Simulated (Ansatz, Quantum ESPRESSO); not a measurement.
## Equation of state of fcc Au

How stiff is fcc Au under hydrostatic load? Each row scales the relaxed cell evenly and relaxes the atoms. The phase is followed to these pressures whether or not it stays the stable one.

Calculated with Quantum ESPRESSO 7.5, PBEsol, GBRV 1.5 ultrasoft potentials, cutoff 680 eV, Fermi–Dirac smearing 0.05 eV, k-mesh 18×18×18, no spin polarisation, no spin-orbit coupling.

Reference cell, relaxed at zero pressure with PBEsol (Fm-3m): a = 2.8852 Å, b = 2.8852 Å, c = 2.8852 Å, α = 60.00°, β = 60.00°, γ = 60.00°.

```csv
atom,x,y,z
Au,0.0000,0.0000,0.0000
```

```
V (Å³/atom)    V/V0  P (GPa)  E − E0 (meV/atom)
    15.9636  0.9400   13.035               38.9
    16.3032  0.9600    8.107               16.5
    17.3222  1.0200   −3.299                3.5
    17.6619  1.0400   −6.186               13.6
    18.0015  1.0600   −8.707               29.4
```

V0 = 16.9826 Å³ an atom, where the residual pressure P0 is +0.003 GPa. **Question.** Fit the Birch–Murnaghan law and give the pressure and the energy at V = 16.6429 Å³ an atom, a row left out above.

With the Eulerian strain f = ½[(V0/V)^(2/3) − 1] and F = (P − P0)/[3f(1 + 2f)^(5/2)], the third-order law is the line F = B0 + (3/2) B0 (B′ − 4) f.

```
       f  F (GPa)
 0.02106   186.08
 0.01380   182.92
−0.00656   173.51
−0.01290   170.67
−0.01905   167.95
```

A straight line through the 5 rows: the means are −0.00073 for f and 176.23 for F, Σ(Δx)² = 0.001204 and ΣΔxΔy = 0.547, so the slope is 0.547/0.001204 = 454.49 and the intercept 176.23 − (454.49)(−0.00073) = 176.56.

Hence B0 = 176.6 GPa and B′ = 4 + (454.5)/(1.5 × 176.6) = 5.72. For the withheld volume f = 0.00678, F = 179.64 GPa and P = 3.78 GPa. The run itself gives 3.78 GPa, so the estimate misses by 0.00 GPa, a rounding's worth.

Integrating the same law gives E − E0 = (9/2) B0 V0 f²[1 + (B′ − 4) f] + P0(V0 − V), with 1 GPa Å³ = 6.2415 meV: 3.9 meV an atom. The run itself gives 4.0 meV, so the estimate misses by 0.1 meV, a rounding's worth.

The same fit over all rows at other levels or in other programs gives B0 = 175 GPa with PBEsol (Ansatz).

Measured bulk modulus: 166 GPa (arxiv:2302.10659), against 177 GPa here (+6 %).

The calculation is for a static lattice, while measurements hold thermal and zero-point motion.

[Logs are printed without paths, hosts, clocks, repeated set-up lines and the standing remarks that a program may print on its own settings, such as how far it seeks lower states.]
